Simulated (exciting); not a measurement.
Two BSE runs for the F K edge of CsCaF3, space group Pm-3m. Run A: exciting, all-electron LAPW+lo, LDA, exchange and screened direct term (singlet BSE), 3×3×3 shifted k points, 49 conduction bands, |G+q| up to 3 bohr⁻¹, full RPA screening with nempty = 78, Lorentzian half width 0.45 eV. Run B differs in one setting: k mesh, kernel cutoff, basis, band set, screening or width.

Energy from the Kohn–Sham onset, core level to the lowest empty state found on the meshes used; one zero for both, scaled to A's maximum:

| E (eV) | A | B |
| --- | --- | --- |
| -6.0 | 0.01 | 0.04 |
| -5.5 | 0.02 | 0.04 |
| -5.0 | 0.02 | 0.05 |
| -4.5 | 0.02 | 0.06 |
| -4.0 | 0.03 | 0.08 |
| -3.5 | 0.04 | 0.10 |
| -3.0 | 0.06 | 0.14 |
| -2.5 | 0.10 | 0.19 |
| -2.0 | 0.19 | 0.27 |
| -1.5 | 0.50 | 0.36 |
| -1.0 | 1.00 | 0.42 |
| -0.5 | 0.55 | 0.42 |
| 0.0 | 0.42 | 0.38 |
| 0.5 | 0.35 | 0.35 |
| 1.0 | 0.35 | 0.33 |
| 1.5 | 0.41 | 0.31 |
| 2.0 | 0.34 | 0.28 |
| 2.5 | 0.27 | 0.25 |
| 3.0 | 0.18 | 0.21 |
| 3.5 | 0.14 | 0.19 |
| 4.0 | 0.14 | 0.17 |
| 4.5 | 0.13 | 0.16 |
| 5.0 | 0.16 | 0.16 |
| 5.5 | 0.17 | 0.16 |
| 6.0 | 0.15 | 0.15 |
| 6.5 | 0.14 | 0.15 |
| 7.0 | 0.14 | 0.15 |
| 7.5 | 0.15 | 0.15 |
| 8.0 | 0.19 | 0.14 |
| 8.5 | 0.15 | 0.14 |
| 9.0 | 0.11 | 0.12 |
| 9.5 | 0.09 | 0.11 |
| 10.0 | 0.08 | 0.10 |
| 10.5 | 0.07 | 0.10 |
| 11.0 | 0.08 | 0.10 |
| 11.5 | 0.09 | 0.10 |
| 12.0 | 0.09 | 0.11 |
| 12.5 | 0.11 | 0.11 |
| 13.0 | 0.14 | 0.12 |
| 13.5 | 0.15 | 0.12 |
| 14.0 | 0.15 | 0.12 |
| 14.5 | 0.10 | 0.11 |
| 15.0 | 0.08 | 0.11 |
| 15.5 | 0.08 | 0.11 |
| 16.0 | 0.09 | 0.11 |
| 16.5 | 0.10 | 0.12 |
| 17.0 | 0.14 | 0.13 |
| 17.5 | 0.17 | 0.15 |
| 18.0 | 0.20 | 0.16 |
| 18.5 | 0.21 | 0.16 |
| 19.0 | 0.19 | 0.16 |
| 19.5 | 0.18 | 0.16 |
| 20.0 | 0.17 | 0.16 |
| 20.5 | 0.16 | 0.15 |
| 21.0 | 0.18 | 0.15 |
| 21.5 | 0.19 | 0.14 |
| 22.0 | 0.13 | 0.13 |

**Question.** Which is the likeliest?

The half width (eV) from 0.45 to 1.35. Against run A the r.m.s. difference is 36 %. The highest maximum lies at -0.8 eV (0.43), against -1.0 eV (1.00). Only the width of each line changes; the area stays. A table step wider than the lines misses their tops. Other settings could leave a like mark; this is the change that was made.

[Hosts, paths, dates, database ids (printed as entryN), source tags and the programs' standing remarks are cut or masked in the printed files.]
